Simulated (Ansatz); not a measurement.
# How fast states decay through SnTe2

Aim: relax a made-up compound, SnTe2, and see how good a tunnel barrier it would be. It is built by putting Te for Se, Sn for Ge in the GeSe2 structure of space group I-42d, with the volume rescaled by atomic radii. The parent structure comes from the Materials Project.

Method: PBE DFT, plane waves, PAW files, in the first sound run; inputs show where later runs differ, in Ansatz 0.2.0.

Report form: the programs' logs are mostly left out.

The structure was built from a prototype and need not be the compound's stable phase.

### Step 1. The starting structure

Symmetry: I-42d, No. 122, tetragonal system. The conventional cell has a = 6.465 Å, b = 6.465 Å, c = 10.424 Å, α = 90.00°, β = 90.00°, γ = 90.00°. Sn has 4 Te at 2.58 Å nearest. Nearest to Te lie 2 Sn at 2.58 Å. It derives from GeSe2. Te for Se, Sn for Ge in the GeSe2 structure of space group I-42d. Farther neighbours and most contacts between anions are not listed.

### Step 2. Cell and atoms at rest

The substituted atoms don't fit the parent's cell, so cell and atoms relax together. A small smearing keeps the run stable in case the gap closes on the way.

input.yaml reads:

```yaml
crystal:
  lattice:
    - [-3.2326456919, 3.2326456919, 5.21182005]
    - [3.2326456919, -3.2326456919, 5.21182005]
    - [3.2326456919, 3.2326456919, -5.21182005]
  atoms:
    - { symbol: Sn, position: [0.75, 0.25, 0.5] }
    - { symbol: Sn, position: [0.0, 0.0, 0.0] }
    - { symbol: Te, position: [0.63704322, 0.625, 0.51204322] }
    - { symbol: Te, position: [0.375, 0.88704322, 0.01204322] }
    - { symbol: Te, position: [0.875, 0.36295678, 0.98795678] }
    - { symbol: Te, position: [0.11295678, 0.125, 0.48795678] }
kpoints:
  mp_grid: { grid: [6, 6, 6] }
scf:
  occupations: { method: gaussian, width: 0.03 }
hamiltonian:
  xc: pbe
output:
  forces: true
  stress: true
relax:
  f_tol: 0.02
  max_steps: 60
  cell: {}
```

On the command line:

```
> ansatz run input.yaml --threads 2 --pin off --max-ram 4096MiB --backend cpu --events-out ev --progress --plain --runs-dir out
```

Run time: 1.8 min. Hardware: 2 threads of Arm Neoverse V1, shared host; peak memory 0.67 GiB; 3.6 min of CPU time.

Relaxation path:

```tsv
step	energy less that of the first step (eV)	largest force component (eV/Å)	pressure (GPa)	volume (Å³)
1	0.0000	2.5823	11.58	217.85
2	-1.6272	0.0800	0.40	239.96
3	-1.6625	0.0237	0.13	254.16
4	-1.6643	0.0136	0.03	255.68
5	-1.6696	0.0199	0.06	252.74
6	-1.6709	0.0016	-0.01	251.52
7	-1.6715	0.0005	0.00	249.97
8*	-1.6775	0.0016	0.00	249.97
```

Relaxation steps marked * repeat the geometry before them on a plane-wave basis chosen anew for their cell, so energy and pressure can jump there.

The run keeps the 8 symmetry operations that it works with, so distortions that break them were not tested.

```tsv
conventional cell, symmetrised	before	after	change
a (Å)	6.465	6.594	+2.0 %
b (Å)	6.465	6.594	+2.0 %
c (Å)	10.424	11.499	+10.3 %
volume (Å³/atom)	36.31	41.66	+14.7 %
```

The atoms that moved most (Å, as changes of fractional coordinates times the final cell):

```tsv
atom	dx	dy	dz	length
Te3	0.000	-0.179	0.000	0.179
Te5	0.179	0.000	0.000	0.179
Te4	-0.179	0.000	0.000	0.179
Te6	0.000	0.179	0.000	0.179
```

Numbers from this step:

```
free energy  : -39968.8136 eV
Fermi energy : 5.780 eV
pressure     : 0.003381 GPa
```

The largest force component on a free atom ends at 0.0016 eV/Å.

### Step 3. Band edges

The energy window and the wavevectors of the next steps follow from the band edges, so these are searched first, off the mesh as well.

input.yaml reads:

```yaml
crystal:
  lattice:
    - [-3.2968580285, 3.2968580285, 5.749573251]
    - [3.2968580285, -3.2968580285, 5.749573251]
    - [3.2968580285, 3.2968580285, -5.749573251]
  atoms:
    - { symbol: Sn, position: [0.75, 0.25, 0.5] }
    - { symbol: Sn, position: [0.0, 0.0, 0.0] }
    - { symbol: Te, position: [0.6098928518, 0.625, 0.4848928518] }
    - { symbol: Te, position: [0.375, 0.8598928518, -0.0151071482] }
    - { symbol: Te, position: [0.875, 0.3901071482, 1.0151071482] }
    - { symbol: Te, position: [0.1401071482, 0.125, 0.5151071482] }
kpoints:
  mp_grid: { grid: [6, 6, 6] }
  band_path: { path: [VBM, CBM], npoints: 30 }
scf:
  occupations: { method: fixed }
hamiltonian:
  xc: pbe
output:
  eigenvalues: true
  write_potential: true
  write_density: true
  volumetric_format: npy
```

Run time: 73 s. Hardware: 2 threads; peak memory 0.63 GiB.

This step gave:

| Item | Value |
| --- | --- |
| free energy | -39968.8137 eV |
| Fermi energy | 5.430 eV |
| gap on the k-mesh | 0.6991 eV |
| gap on path | 0.6983 eV, by band count; negative where bands overlap |
| direct gap on path | 0.9239 eV |
| edge places on path | 0, 0.5350 1/A along the path |

Electronic bands along the path, in eV, zero at the Fermi level (highest filled level under fixed occupations); v1 is the highest filled band, c1 the lowest empty one:

```tsv
point	v4	v3	v2	v1	c1	c2	c3	c4
VBM	-1.78	-0.26	-0.26	0.00	0.92	1.20	1.88	3.22
halfway	-1.75	-0.85	-0.47	-0.47	1.03	1.13	2.36	2.76
CBM	-1.58	-1.57	-0.57	-0.57	0.70	0.70	2.12	2.12
```

The searched edges give 0.698 eV, as on the mesh.

### Step 4. Complex bands

This step: PBE DFT, plane waves, PAW files; complex bands by layer matching along the plane's normal (Ansatz 0.2.0).

The same crystal is laid in a cell whose first two vectors span the (001) plane (indices of the standard conventional cell, whose axes can be ordered otherwise than in the bulk input). At fixed energy and wavevector in the plane the solver finds all kz, real and complex. A few wavevectors are listed, (0, 0) and (0.5, 0) in units of the plane's reciprocal vectors; the slowest state needn't be among them.

input.yaml reads:

```yaml
crystal:
  lattice:
    - [6.593716057, 0.0, 0.0]
    - [0.0, 6.593716057, 0.0]
    - [3.296858028, 3.296858028, 5.749573251]
  atoms:
    - { symbol: Sn, position: [0.75, 0.25, 0.5] }
    - { symbol: Sn, position: [0.0, 0.0, 0.0] }
    - { symbol: Te, position: [0.875, 0.8598928518, 0.75] }
    - { symbol: Te, position: [0.6098928518, 0.125, 0.25] }
    - { symbol: Te, position: [0.1401071482, 0.625, 0.25] }
    - { symbol: Te, position: [0.375, 0.3901071482, 0.75] }
kpoints:
  mp_grid: { grid: [4, 4, 4] }
scf:
  occupations: { method: fixed }
hamiltonian:
  xc: pbe
output:
  eigenvalues: true
  transmission:
    leads: [[0, 0]]
    kpoints: [[0.0, 0.0], [0.5, 0.0]]
    e_range: [-1.0, 1.7]
    de: 0.07
```

It took 99 s on 2 threads; peak memory 1.5 GiB; 3.3 min of CPU time.

This step gave:

```yaml
free_energy: -39968.8111 eV
fermi_energy: 5.431 eV
gap_on_the_k_mesh: 0.6987 eV
level_to_which_the_leads_are_filled: 0.3494 eV from the Fermi level
decay_constant_at_the_filling_level_zone_centre: 0.09736 Å⁻¹
decay_constant_at_the_filling_level_slowest_listed_point: 0.0974 Å⁻¹
```

K parallel (0, 0); values up to 1.5 1/Å, a degenerate pair printed once or twice; energies at which all values exceed this have no row. Table of Im kz of the slowest decaying states by energy, zero at the highest filled level on the SCF mesh:

```tsv
energy (eV)	decay 1 (Å⁻¹)	decay 2 (Å⁻¹)	decay 3 (Å⁻¹)	decay 4 (Å⁻¹)
-1.00	0.248	0.254	0.461	0.978
-0.86	0.237	0.255	0.460	0.958
-0.72	0.203	0.259	0.457	0.938
-0.58	0.105	0.259	0.452	0.917
-0.44	0.228	0.257	0.447	0.895
-0.30	0.252	0.263	0.439	0.873
-0.23	0.0799	0.248	0.273	0.435
-0.09	0.183	0.239	0.287	0.427
-0.02	0.212	0.233	0.291	0.422
0.05	0.0450	0.226	0.235	0.295
0.19	0.0811	0.209	0.271	0.299
0.33	0.0974	0.186	0.298	0.299
0.47	0.103	0.154	0.298	0.319
0.61	0.101	0.101	0.294	0.336
0.75	0.0859	0.288	0.348	0.350
0.89	0.0432	0.280	0.329	0.362
0.96	0.275	0.319	0.367	0.612
1.10	0.264	0.297	0.375	0.564
1.24	0.0791	0.133	0.251	0.272
1.38	0.125	0.235	0.243	0.365
1.52	0.151	0.209	0.216	0.386
1.66	0.164	0.169	0.194	0.391
```

K parallel (0, 0). Table of Re kz of states that move upwards by energy, zero at the highest filled level on the SCF mesh:

```tsv
energy (eV)	channel 1 (Å⁻¹)	channel 2 (Å⁻¹)	channel 3 (Å⁻¹)
-1.00	-0.307	-	-
-0.93	-0.288	-	-
-0.79	-0.253	-	-
-0.72	-0.235	-	-
-0.65	-0.218	-	-
-0.51	-0.312	-0.312	-0.183
-0.44	-0.238	-0.238	-0.166
-0.37	-0.174	-0.174	-0.148
-0.30	-0.129	-0.102	-0.102
-0.16	-0.0890	-	-
-0.09	-0.0646	-	-
-0.02	-0.0294	-	-
0.12	-	-	-
0.19	-	-	-
0.26	-	-	-
0.40	-	-	-
0.47	-	-	-
0.54	-	-	-
0.68	-	-	-
0.75	-0.476	-0.452	-
0.82	-0.431	-0.400	-
0.96	-0.361	-0.311	0.0494
1.03	-0.327	-0.264	0.0920
1.10	-0.288	-0.206	0.133
1.17	-0.119	-	-
1.31	-	-	-
1.38	-	-	-
1.45	-	-	-
1.59	-	-	-
1.66	-	-	-
```

K parallel (0.5, 0); values up to 1.5 1/Å, a degenerate pair printed once or twice; energies at which all values exceed this have no row. Im kz of the slowest decaying states against energy, zero at the highest filled level on the SCF mesh:

```tsv
energy (eV)	decay 1 (Å⁻¹)	decay 2 (Å⁻¹)	decay 3 (Å⁻¹)	decay 4 (Å⁻¹)
-1.00	0.0667	0.185	0.545	1.04
-0.86	0.121	0.202	0.527	1.02
-0.72	0.0820	0.215	0.512	1.01
-0.58	0.128	0.231	0.501	0.987
-0.44	0.118	0.263	0.492	0.969
-0.30	0.283	0.485	0.950	1.29
-0.23	0.276	0.305	0.481	0.940
-0.09	0.168	0.273	0.327	0.475
-0.02	0.207	0.272	0.333	0.472
0.05	0.238	0.272	0.335	0.469
0.19	0.266	0.306	0.319	0.464
0.33	0.261	0.328	0.458	0.861
0.47	0.254	0.338	0.454	0.840
0.61	0.244	0.344	0.449	0.818
0.75	0.229	0.346	0.443	0.797
0.89	0.209	0.345	0.437	0.774
0.96	0.196	0.343	0.434	0.763
1.10	0.159	0.337	0.426	0.740
1.24	0.0835	0.325	0.418	0.716
1.38	0.306	0.408	0.692	1.09
1.52	0.0330	0.268	0.397	0.667
1.66	0.212	0.274	0.387	0.642
```

At the listed wavevectors the last open channel is at -0.02 eV and the next at +0.75 eV on the grid. At +0.33 eV, the grid energy nearest the filling level (the middle of the gap on the SCF mesh), the slowest state at the listed wavevectors decays with κ = 0.0974 Å⁻¹, its amplitude falling by e over 10 Å. Through 1 nm of this crystal that state's transmission falls by exp(−2 × 0.0974 Å⁻¹ × 10 Å) = 0.14.

### Step 5. Decay over the two-dimensional zone

The listed points could miss the slowest state, so one energy near mid-gap is solved on a mesh of 8×8.

input.yaml, as its differences from that of step 4:

```diff
@@ -20,6 +20,2 @@
   eigenvalues: true
-  transmission:
-    leads: [[0, 0]]
-    kpoints: [[0.0, 0.0], [0.5, 0.0]]
-    e_range: [-1.0, 1.7]
-    de: 0.07
+  transmission: { leads: [[0, 0]], kmesh: [8, 8], e_range: [0.35, 0.36], de: 0.05 }
```

It took 2.7 min on 2 threads; peak memory 1.7 GiB.

This step gave:

- least decay constant on the mesh: 0.0988 Å⁻¹

Slowest decay constant (1/Å; 0 where a channel is open) over k1 and k2. At 0.3500 eV from the Fermi level.

Ten even steps from '0' (0.099) to '9' (0.316):
```
43586853
95455545
98544458
76540456
98544458
95455545
43586853
34997994
```
Columns: k1 (b1) from -0.5 to 0.375; rows upwards: k2 (b2) from -0.5 to 0.375.

The least value on the mesh is 0.0988 Å⁻¹ at +0.35 eV. At that energy the listed points give about 0.0985 Å⁻¹ by interpolation, so the mesh holds no clearly slower state.

### Step 6. A repeat with changed settings

This step: PBE DFT, plane waves, PAW files; complex bands by layer matching along the plane's normal; changed: scf.convergence.dr2_threshold = 1e-05 (Ansatz 0.2.0).

This run repeats an earlier one, its twin (the complex run, plane (001)), with one setting changed (scf.convergence.dr2_threshold; files written aside). It is meant to test whether the numerical route changes the result or only the time. Where the input is shown as a difference, that is against the step before, not the twin.

input.yaml, as its differences from that of step 5:

```diff
@@ -16,2 +16,3 @@
   occupations: { method: fixed }
+  convergence: { dr2_threshold: 1.0e-05 }
 hamiltonian:
@@ -20,2 +21,6 @@
   eigenvalues: true
-  transmission: { leads: [[0, 0]], kmesh: [8, 8], e_range: [0.35, 0.36], de: 0.05 }
+  transmission:
+    leads: [[0, 0]]
+    kpoints: [[0.0, 0.0], [0.5, 0.0]]
+    e_range: [-1.0, 1.7]
+    de: 0.07
```

Wall time 98 s (2 threads); peak memory 1.4 GiB.

This number moved little. The least decay constant is 0.0974 Å⁻¹ against 0.0974 Å⁻¹ in the twin: no change within 1 %.

The two runs compared:

```tsv
quantity	this run	sound run	difference
free energy (eV)	-39968.81	-39968.81	1.1e-7
Fermi energy (eV)	5.4312	5.4313	-3.8e-5
gap on the k-mesh (eV)	0.69880	0.69874	6.3e-5
level to which the leads are filled (eV from the Fermi level)	0.3494	0.34937	3.2e-5
```

### Step 7. What came out

- band gap: 0.698 eV
- least decay constant at mid-gap, normal to (001): 0.0974 Å⁻¹
- least decay constant on a mesh, normal to (001): 0.0988 Å⁻¹

What this shows: With PBE, the slowest decay at the wavevectors tried is κ = 0.0974 Å⁻¹, normal to (001). Through such a film the transmission near mid-gap falls as exp(−2κd), a factor of ten every 12 Å. A free electron under a barrier of half the gap would need a mass of 0.10 mₑ to decay at this rate. The compound is made up by substitution; its stability against other phases and against distortions of the cell's symmetry was not tested. A semilocal functional narrows gaps, while spin-orbit coupling, left out here, narrows them in compounds of heavy elements, so the error in κ can go either way.

[Logs are printed without paths, hosts, clocks, repeated set-up lines and the standing remarks that a program may print on its own settings, such as how far it seeks lower states.]

[Hosts, paths, dates, database ids (printed as entryN), source tags and the programs' standing remarks are cut or masked in the printed files.]
